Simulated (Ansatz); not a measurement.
## What Ba2C (model cell, started as cuprite) distorts into

Wanted: the energy along a soft mode of Ba2C (model cell, started as cuprite) and the structure at the end.

Method: DFT PBEsol, scalar-relativistic, plane waves, PAW, in Ansatz 0.2.0.

The structure was built from a prototype and need not be the compound's stable phase.

## Step 1: Set-up

Symmetry: Pn-3m, No. 224, cubic system. The conventional cell has a = 6.182 Å, b = 6.182 Å, c = 6.182 Å, α = 90.00°, β = 90.00°, γ = 90.00°. Nearest to C lie 4 Ba at 2.68 Å. Nearest to Ba lie 2 C at 2.68 Å. Farther neighbours are not listed.

## Step 2: Response at finite wavevector

The cell comes from relaxations at this level that are not shown. Stability and thermal properties need the whole zone. Linear response on a 2×2×2 q mesh gives force constants as far as a supercell of that size would.

File input.yaml:

```yaml
crystal:
  lattice:
    - [6.1820686643, 0.0, 0.0]
    - [0.0, 6.1820686643, 0.0]
    - [0.0, 0.0, 6.1820686643]
  atoms:
    - { symbol: C, position: [0.0, 0.0, 0.0] }
    - { symbol: C, position: [0.5, 0.5, 0.5] }
    - { symbol: Ba, position: [0.25, 0.25, 0.25] }
    - { symbol: Ba, position: [0.75, 0.75, 0.25] }
    - { symbol: Ba, position: [0.75, 0.25, 0.75] }
    - { symbol: Ba, position: [0.25, 0.75, 0.75] }
kpoints:
  mp_grid: { grid: [6, 6, 6] }
hamiltonian:
  xc: pbesol
scf:
  occupations: { method: methfessel_paxton, width: 0.2 }
output:
  eigenvalues: true
phonons:
  method: dfpt
  qmesh: [2, 2, 2]
  temperatures: { t_max: 1000, t_step: 50 }
  qpath:
    path:
      - [[0.0, 0.0, 0.0], [0.0, 0.5, 0.0], [0.5, 0.5, 0.0], [0.0, 0.0, 0.0], [0.5, 0.5, 0.5], [0.0, 0.5, 0.0]]
      - [[0.5, 0.5, 0.5], [0.5, 0.5, 0.0]]
    npoints: 10
```

The run is started by

```console
$ ansatz run input.yaml --threads 8 --pin off --max-ram 14336MiB --backend cpu --events-out ev --progress --plain --runs-dir out
```

Numbers of over 12 decimals in the logs are rounded to 6 here.

What it wrote:

```text
Warning: phonons: the dynamical matrix that this run interpolates holds no multipole term above the dipole-dipole one, and a site of this crystal is no centre of inversion, so its interpolated transverse optical and acoustic branches and sound speeds can stay off near Gamma, and the density of states and the thermodynamics with them. What a run solves at a wave vector of phonons.qpoints, Gamma apart, where the deck admits one, is free of this, and under fd what a larger phonons.supercell samples
Engine: ansatz 0.2.0, aarch64-unknown-linux-gnu
Pseudopotentials: kind: paw
Pseudopotential: C, paw, valence charge 4, recommended cutoff 420 eV (normal), C.paw.azcp
Pseudopotential: Ba, paw, valence charge 10, recommended cutoff 420 eV (normal), Ba.paw.azcp
Functional definition: PBEsol
  exchange = pbesol_x
  correlation = pbesol_c
Crystal: 6 atoms, lattice volume = 236.266 Å³
Basis set: ecut = 420 eV, 4625 PW (Γ), exchange–correlation on 96×96×96 points (8 copies of the dense FFT grid, shifted against one another)
Bands: 30, of which v1, the nominal top of the filled ones, is band 24 counted from 1 (23 counted from 0)
Symmetry: 48 space group operations
k-points: 20 of 216
Non-local potential: C, projectors of the file, l = 0: 2, l = 1: 2, l = 2: 1
Non-local potential: Ba, projectors of the file, l = 0: 3, l = 1: 2, l = 2: 2, l = 3: 2
PAW form: soft (Blöchl's): semilocal exchange-correlation on the pseudo side does not see the compensation charge
PAW frozen core: C, regenerated for the run's functional, and the local potential with it (the file was generated under x = pbe(κ = 0.804, μ = 0.219515), c = pbe(β = 0.066725))
PAW frozen core: Ba, regenerated for the run's functional, and the local potential with it (the file was generated under x = pbe(κ = 0.804, μ = 0.219515), c = pbe(β = 0.066725))
PAW one-centre angular grid: C, 110 points (default); XC on 64 Gauss nodes
PAW one-centre angular grid: Ba, 194 points (default); XC on 64 Gauss nodes
Initial density: superposition of atomic densities (neutral atoms: chi_scale 0, normalization atom), corrected by the library's trained network
Initial wavefunctions: pseudopotential atomic-orbital guess
Functional: x = pbesol(κ = 0.804, μ = 0.123457), c = pbesol(β = 0.046)
SCF iter   1: F=—  HF=-23937.978470 eV  |F-HF|=—  |Δ(HF+E_count)|=         —  Δρ=5.68e-3  dr2=1.39e-1  ethr=1.77e-3  ⟨swp⟩=10.9  Hψ=7486  notcnv=0
automatic band count: the SCF goes on with 36 bands, as 30 were too few: they end inside the smearing window of the response
preconditioner: auto → Kerker (q_TF=auto, 2.092 Å⁻¹)  [metal: Δε(μ)=0.007 eV  Ē_g=10.770 eV  σ=0.200 eV  W_gap=0.03  n_scr=32 (ndim 8)  ℏωp=15.3 eV  f_vac=0.000  D(μ)=13.34/eV (n_scr^D=122)]
SCF iter   2: F=—  HF=-23937.962100 eV  |F-HF|=—  |Δ(HF+E_count)|=   1.64e-2  S|Δr|=    0.00e0  Δρ=2.52e-3  dr2=2.45e-2  ethr=2.89e-4  ⟨swp⟩=1.0  Hψ=880  notcnv=0
SCF iter   3: F=—  HF=-23937.959261 eV  |F-HF|=—  |Δ(HF+E_count)|=   2.84e-3  S|Δr|=    0.00e0  Δρ=5.28e-4  dr2=1.62e-3  ethr=5.11e-5  ⟨swp⟩=2.0  Hψ=768  notcnv=0
SCF iter   4: F=—  HF=-23937.959175 eV  |F-HF|=—  |Δ(HF+E_count)|=   8.58e-5  S|Δr|=    0.00e0  Δρ=2.14e-4  dr2=1.90e-4  ethr=3.38e-6  ⟨swp⟩=2.0  Hψ=1118  notcnv=0
SCF iter   5: F=—  HF=-23937.959170 eV  |F-HF|=—  |Δ(HF+E_count)|=   5.22e-6  S|Δr|=    0.00e0  Δρ=8.07e-5  dr2=1.84e-5  ethr=3.95e-7  ⟨swp⟩=1.2  Hψ=658  notcnv=0
SCF iter   6: F=—  HF=-23937.959174 eV  |F-HF|=—  |Δ(HF+E_count)|=   4.80e-6  S|Δr|=    0.00e0  Δρ=1.31e-5  dr2=5.37e-7  ethr=3.84e-8  ⟨swp⟩=3.0  Hψ=1207  notcnv=0
SCF iter   7: F=—  HF=-23937.959125 eV  |F-HF|=—  |Δ(HF+E_count)|=   4.97e-5  S|Δr|=    0.00e0  Δρ=4.40e-6  dr2=4.42e-8  ethr=1.12e-9  ⟨swp⟩=2.7  Hψ=830  notcnv=0
SCF iter   8: F=—  HF=-23937.959125 eV  |F-HF|=—  |Δ(HF+E_count)|=   1.79e-8  S|Δr|=    0.00e0  Δρ=1.40e-6  dr2=1.09e-8  ethr=9.21e-11  ⟨swp⟩=3.0  Hψ=1224  notcnv=0
SCF iter   9: F=—  HF=-23937.959125 eV  |F-HF|=—  |Δ(HF+E_count)|=  6.55e-10  S|Δr|=    0.00e0  Δρ=1.93e-7  dr2=1.98e-10  ethr=2.27e-11  ⟨swp⟩=1.5  Hψ=667  notcnv=0
SCF iter  10: F=-23937.959125 eV  HF=-23937.959125 eV  |F-HF|=1.46e-11  |Δ(HF+E_count)|=  2.55e-11  S|Δr|=    0.00e0  Δρ=3.13e-8  dr2=2.75e-12  ethr=1.00e-12  ⟨swp⟩=11.2  Hψ=4324  notcnv=0
SCF 1 converged in 10 iterations: F = -23937.959125 eV  dr2 = 2.75e-12
  greatest PAW one-centre occupation: 0.957 electrons in one spin orbital (limit 2), on the Ba atom at site 5 (counted from 0), in its partial waves of l = 0
Initial density: read from a saved state, or passed on in memory by an earlier SCF of this step, an earlier step, the calling program or the single point that the run made first
iter 1 solved again at ethr=2.99e-7 eV; its pass at ethr=3.10e-3 eV (dr2=1.43e-4 eV) is discarded
SCF iter   1: F=—  HF=-23937.959172 eV  |F-HF|=—  |Δ(HF+E_count)|=         —  Δρ=6.54e-7  dr2=1.32e-9  ethr=2.99e-7  ⟨swp⟩=3.9  Hψ=5026  notcnv=0
eigensolver tolerance schedule: the retry pair's looser diagonalisation over-reported the residual by 108745.05 of it (diagonalisation noise at an unbounded share of the residual, at the tolerance the schedule requests for it); recorded, not acted on — ethr = c·dr2/N_el stays at c = 1.0e-1
preconditioner: auto → Kerker (q_TF=auto, 2.092 Å⁻¹)  [metal: Δε(μ)=0.006 eV  Ē_g=9.815 eV  σ=0.200 eV  W_gap=0.02  n_scr=32 (ndim 8)  ℏωp=15.3 eV  f_vac=0.000  D(μ)=12.95/eV (n_scr^D=122)]
SCF iter   2: F=—  HF=-23937.959125 eV  |F-HF|=—  |Δ(HF+E_count)|=   4.75e-5  S|Δr|=    0.00e0  Δρ=4.54e-7  dr2=8.78e-10  ethr=2.75e-12  ⟨swp⟩=4.1  Hψ=1800  notcnv=0
SCF iter   3: F=—  HF=-23937.959125 eV  |F-HF|=—  |Δ(HF+E_count)|=  6.55e-11  S|Δr|=    0.00e0  Δρ=2.63e-7  dr2=2.64e-10  ethr=1.83e-12  ⟨swp⟩=1.0  Hψ=600  notcnv=0
SCF iter   4: F=—  HF=-23937.959125 eV  |F-HF|=—  |Δ(HF+E_count)|=  3.27e-11  S|Δr|=    0.00e0  Δρ=1.11e-7  dr2=3.58e-11  ethr=1.00e-12  ⟨swp⟩=1.0  Hψ=600  notcnv=0
SCF iter   5: F=-23937.959125 eV  HF=-23937.959125 eV  |F-HF|=7.28e-12  |Δ(HF+E_count)|=    0.00e0  S|Δr|=    0.00e0  Δρ=3.70e-8  dr2=3.26e-12  ethr=1.00e-12  ⟨swp⟩=1.9  Hψ=1565  notcnv=0
SCF 2 converged in 5 iterations: F = -23937.959125 eV  dr2 = 3.26e-12
phonons: the bands overlap, so this run is a metal and interpolates without the dipole-dipole term. If the crystal is really an insulator or semiconductor, its LO-TO splitting is missing
NSCF: frozen V_eff on 20 k-points
NSCF: frozen V_eff on 68 k-points
DFPT response loops at q = (0, 0, 0) (fractional): preconditioner auto → Kerker (q_TF=auto, 2.092 Å⁻¹) (partly filled bands, converged f_vac=0.000); β = 1.00, the filter's whole step (`scf.mixing.beta` (0.50) is not read by the response loops under this deck's `scf.mixing.preconditioner`; to damp them name `kerker` or `kerker_dos`, under which they read `scf.mixing.beta`, and type it under 1.00, their step now; both keys bind the ground state too); Broyden in place of MSR1
NSCF: frozen V_eff on 224 k-points
DFPT response loops at q = (0, 0, -0.5) (fractional): mixed as the last ones told, above
NSCF: frozen V_eff on 224 k-points
DFPT response loops at q = (0, -0.5, -0.5) (fractional): mixed as the last ones told, above
NSCF: frozen V_eff on 136 k-points
DFPT response loops at q = (-0.5, -0.5, -0.5) (fractional): mixed as the last ones told, above
SCF converged after 10 iterations
Stability not checked: this state was not tested for a lower state beside it, because cold or Methfessel-Paxton smearing, or corrected tetrahedra, fill the levels in a way that the test cannot read (fill_not_monotonic; see scf.lower_state_search)
Free energy (F): -23937.959125 eV
Harris-Foulkes:  -23937.959125 eV  (|F-HF|=1.46e-11)
Internal energy: -23937.932134 eV  (E = F + TS)
E sigma→0 (E₀):  -23937.952377 eV
Entropy (-TS):   -0.026991 eV (-4.498 meV/atom)
Fermi energy:    6.397617 eV
--- Per-component energies (eV) ---
  E_band       = -270.628241
  E_kinetic    = 836.480005
  E_local      = -1688.633025  (includes V_loc(G=0)·N_el)
  E_nonlocal   = 290.317506
  E_hartree    = 551.210605
  E_xc         = -756.519803
  E_vxc        = -652.852137  (∫ρ·V_xc dr)
  E_paw        = -20750.507225  (= ΣΔE_a)
  E_vpaw       = -158.361850  (= ΣTr[D̂ρ^β])
  E_aug_tail   = -0.000000  (compensation charges beyond the density's cutoff)
  E_ewald      = -2420.928129
  E_core_change = 0.647934  (= ΣΔE_core)
  E_smearing   = -0.026991  (= −TS)
  E_closure    = -0.000000  (closes the sum)
  Σ components = -23937.959125   (vs F -23937.959125, Δ=0.00e0)
--- Band table (eV; the first three rows and the last of 20) ---
  k-point 0: bands = [... 20 lower, 4.5462, 4.6611, 6.5955, 6.5955, 7.0953, 7.0953, 7.0953, 7.1427, ... 8 higher]
  k-point 1: bands = [... 20 lower, 4.6886, 4.8070, 6.5522, 6.6869, 6.6869, 6.7186, 7.1075, 7.1606, ... 8 higher]
  k-point 2: bands = [... 20 lower, 5.0424, 5.1729, 6.1830, 6.1830, 6.3936, 6.8606, 7.0724, 7.4045, ... 8 higher]
  k-point 19: bands = [... 20 lower, 4.8288, 6.2777, 6.2777, 6.2777, 6.6730, 6.6730, 6.6730, 8.5298, ... 8 higher]
--- Phonons (Γ-DFPT): 2 representative perturbations + reference (Σ response iterations 7) ---
  ASR residual: 3.020e-5 → 0.000e0 eV/Å²; symmetrization residual: 3.317e-7 eV/Å²
  ASR residual per site (eV/Å²): 3.02e-5 3.02e-5 4.21e-6 4.21e-6 4.21e-6 4.21e-6
  Γ frequencies (cm⁻¹): -114.31 -114.31 -114.31 0.00 0.00 0.00 33.31 33.31 33.31 52.65 52.65 111.27 146.25 146.25 146.25 202.79 202.79 202.79
--- Phonons (arbitrary-q DFPT): 4 irreducible q on the 2×2×2 mesh ---
  q = [0.0000, 0.0000, 0.0000] (star 1, of the zone-centre solve; hermiticity 3.71e-7, symmetrization 5.33e-13): -114.31 -114.31 -114.31 -0.00 0.00 0.00 33.31 33.31 33.31 52.65 52.65 111.27 146.25 146.25 146.25 202.79 202.79 202.79
  q = [0.0000, 0.0000, -0.5000] (star 3, 4 solved perturbations in 284 linear systems a pass and spin channel, the states on 112 of 216 k-point pairs; hermiticity 7.98e-7, symmetrization 1.50e-13): -131.72 -131.72 -117.75 -117.75 -18.38 -18.38 31.90 31.90 31.91 31.91 42.09 42.09 63.72 63.72 115.58 115.58 233.29 233.29
  q = [0.0000, -0.5000, -0.5000] (star 3, 4 solved perturbations in 284 linear systems a pass and spin channel, the states on 112 of 216 k-point pairs; hermiticity 2.02e-7, symmetrization 1.01e-13): -75.58 -75.58 -58.03 -58.03 -47.05 -47.05 21.84 21.84 50.97 50.97 52.86 52.86 76.07 76.07 141.86 141.86 209.09 209.09
  q = [-0.5000, -0.5000, -0.5000] (star 1, 2 solved perturbations in 108 linear systems a pass and spin channel, the states on 68 of 216 k-point pairs; hermiticity 1.84e-7, symmetrization 4.46e-13): -78.39 -78.39 -78.39 -70.52 -70.52 -26.50 -26.50 -26.50 64.89 64.89 64.89 85.15 85.15 85.15 113.96 206.13 206.13 206.13
  sum rule: each row above includes the acoustic sum rule's correction from the zone centre's row sums; it moved no ω² by more than (0.83 cm⁻¹)²
  mesh force constants: q→R imaginary residual 3.45e-17; ASR residual 3.020e-5 → 0.000e0 eV/Å²; symmetrization residual 2.665e-15 eV/Å²
  interpolated dispersion: 62 rows × 18 modes
  density of states and harmonic sums: on the 10×10×10 q-mesh, interpolated from the force constants of a 2×2×2 supercell (no non-analytic term)
  largest difference from the sums on the solved wave vectors: F 1.74e-2 eV, S 2.20e-5 and C_V 3.07e-6 eV/K
  zero-point energy: 0.068994 eV/cell   skipped modes (ω ≤ 0): 347, of them read as no rigid motion or as one in doubt: 344 (6.283e0 modes/cell left out, lowest -131.72 cm⁻¹)   left out of the sums: 3.49e-1 of the cell's modes: C_V's classical limit lies that fraction below 3 k_B per atom; for a crystal, a wire or a layer, F and S can be off by more, and a phonons.interpolated_qmesh denser along its periods is the remedy for the sampling
```

Elapsed: 2 min, on 8 threads of Arm Neoverse V2, shared host; peak memory 2.8 GiB; 15 min of CPU time.

In the SCF lines HF is the Harris–Foulkes energy and dr2 the Hartree energy of the density residual, in eV; the loop may stop once dr2 is under the threshold and the program's other checks hold. Hψ counts applications of the Hamiltonian.

Numbers from this step:

```
volume per atom                                         : 39.38 Å³
gap on the k-mesh                                       : 0 eV
sum-rule residual before enforcement                    : 3.02e-5 eV/Å²
lowest frequency on the path                            : -131.7 cm⁻¹
point group                                             : m-3m
highest frequency on the path or at a solved wavevector : 233.3 cm⁻¹
highest optical mode at the zone centre (no LO-TO term) : 202.8 cm⁻¹
lowest optical zone-centre mode                         : -114.3 cm⁻¹
lowest mode on the q mesh (acoustic modes at Γ apart)   : -131.7 cm⁻¹
```

Frequencies (cm⁻¹) solved at each irreducible wavevector; negative means imaginary. Frequencies by wavevector, by row:

```
q in reciprocal lattice units  star  mode 1  mode 2  mode 3  mode 4  mode 16  mode 17  mode 18
                        0 0 0     1  -114.3  -114.3  -114.3       0    202.8    202.8    202.8
                     0 0 -0.5     3  -131.7  -131.7  -117.8  -117.8    115.6    233.3    233.3
                  0 -0.5 -0.5     3   -75.6   -75.6     -58     -58    141.9    209.1    209.1
               -0.5 -0.5 -0.5     1   -78.4   -78.4   -78.4   -70.5    206.1    206.1    206.1
```

Interpolated from a 2×2×2 q mesh. The phonon branches at the labelled points (cm⁻¹):

```
    point  branch 1  branch 2  branch 3  branch 4  branch 15  branch 16  branch 17  branch 18
        Γ      -114      -114      -114         0        146        203        203        203
  halfway      -122      -122      -120        12        109        167        223        223
        X      -132      -132      -118      -118        116        116        233        233
  halfway      -112      -112       -89       -89        134        134        219        219
        M       -76       -76       -58       -58        142        142        209        209
  halfway      -127      -112      -112       -29        112        194        194        221
        Γ      -114      -114      -114         0        146        203        203        203
  halfway      -108      -108      -101       -44        110        197        206        206
        R       -78       -78       -78       -70        114        206        206        206
  halfway      -101       -88       -83       -55        119        168        208        217
        X      -132      -132      -118      -118        116        116        233        233
jump to R       -78       -78       -78       -70        114        206        206        206
  halfway       -77       -77       -76       -64        110        186        208        208
        M       -76       -76       -58       -58        142        142        209        209
```

Symmetry leaves 4 wavevectors to solve. The lowest mode among them, the acoustic zeros apart, lies at q = (0, 0, -0.5) and is imaginary, 131.7i cm⁻¹, so the energy falls along it.

## Step 3: The mode frozen in, largest atomic shift 0 Å

The mode followed lies at q = (0, 0, -0.5) with frequency 131.7i cm⁻¹ and is 2-fold degenerate, the softest among the wavevectors solved. At small amplitude the distorted cell has space group no. 95 by a symmetry search on the positions. The undistorted cell that holds it gives the zero of energy on the same k mesh.

System of this step: Ba2C (model cell, started as cuprite). It takes space group Pn-3m (No. 224, cubic). The conventional cell has a = 6.182 Å, b = 6.182 Å, c = 6.182 Å, α = 90.00°, β = 90.00°, γ = 90.00°. Nearest to C lie 4 Ba at 2.68 Å. Nearest to Ba lie 2 C at 2.68 Å. Farther neighbours are not listed.

File input.yaml:

```yaml
crystal:
  lattice:
    - [6.1820686643, 0.0, 0.0]
    - [0.0, 6.1820686643, 0.0]
    - [0.0, 0.0, 12.3641373286]
  atoms:
    - { symbol: C, position: [0.0, 0.0, 0.0] }
    - { symbol: C, position: [0.0, 0.0, 0.5] }
    - { symbol: C, position: [0.5, 0.5, 0.25] }
    - { symbol: C, position: [0.5, 0.5, 0.75] }
    - { symbol: Ba, position: [0.25, 0.25, 0.125] }
    - { symbol: Ba, position: [0.25, 0.25, 0.625] }
    - { symbol: Ba, position: [0.75, 0.75, 0.125] }
    - { symbol: Ba, position: [0.75, 0.75, 0.625] }
    - { symbol: Ba, position: [0.75, 0.25, 0.375] }
    - { symbol: Ba, position: [0.75, 0.25, 0.875] }
    - { symbol: Ba, position: [0.25, 0.75, 0.375] }
    - { symbol: Ba, position: [0.25, 0.75, 0.875] }
kpoints:
  mp_grid: { grid: [6, 6, 4] }
hamiltonian:
  xc: pbesol
scf:
  occupations: { method: methfessel_paxton, width: 0.2 }
output:
  forces: true
  stress: true
  eigenvalues: true
```

What it wrote:

```text
[...]
Crystal: 12 atoms, lattice volume = 472.532 Å³
Basis set: ecut = 420 eV, 9261 PW (Γ), exchange–correlation on 90×90×180 points (8 copies of the dense FFT grid, shifted against one another)
Bands: 60, of which v1, the nominal top of the filled ones, is band 48 counted from 1 (47 counted from 0)
Symmetry: 32 space group operations
[...]
k-points: 30 of 144
[...]
k-point 0: bands = [... 44 lower, 5.7625, 5.7625, 6.4196, 6.4196, 6.5955, 6.5957, 7.0943, 7.0943, ... 8 higher]
  k-point 1: bands = [... 44 lower, 6.0499, 6.0499, 6.3560, 6.5734, 6.6651, 6.7500, 6.8000, 6.8000, ... 8 higher]
  k-point 2: bands = [... 44 lower, 6.4427, 6.4427, 6.4427, 6.4427, 6.4837, 6.4837, 6.8688, 6.8688, ... 8 higher]
  k-point 29: bands = [... 44 lower, 6.3897, 6.3897, 6.4253, 6.4253, 6.4253, 6.4253, 6.5436, 6.5436, ... 8 higher]
[key lines of the parts left out:]
SCF converged after 7 iterations
Free energy (F): -47875.918520 eV
Fermi energy:    6.396407 eV
P = ⅓ Tr σ = 0.0053 GPa (0.053 kbar)
```

Elapsed: 6 s, on 8 threads; peak memory 2 GiB.

Numbers from this step:

| Quantity | Value |
| --- | --- |
| pressure | 0.005304 GPa |
| energy from the undistorted cell | 0 meV/atom |

The run ends at a pressure of 0.01 GPa.

[end of part 1 of 3]

[Logs are printed without paths, hosts, clocks, repeated set-up lines and the standing remarks that a program may print on its own settings, such as how far it seeks lower states.]

[Hosts, paths, dates, database ids (printed as entryN), source tags and the programs' standing remarks are cut or masked in the printed files.]
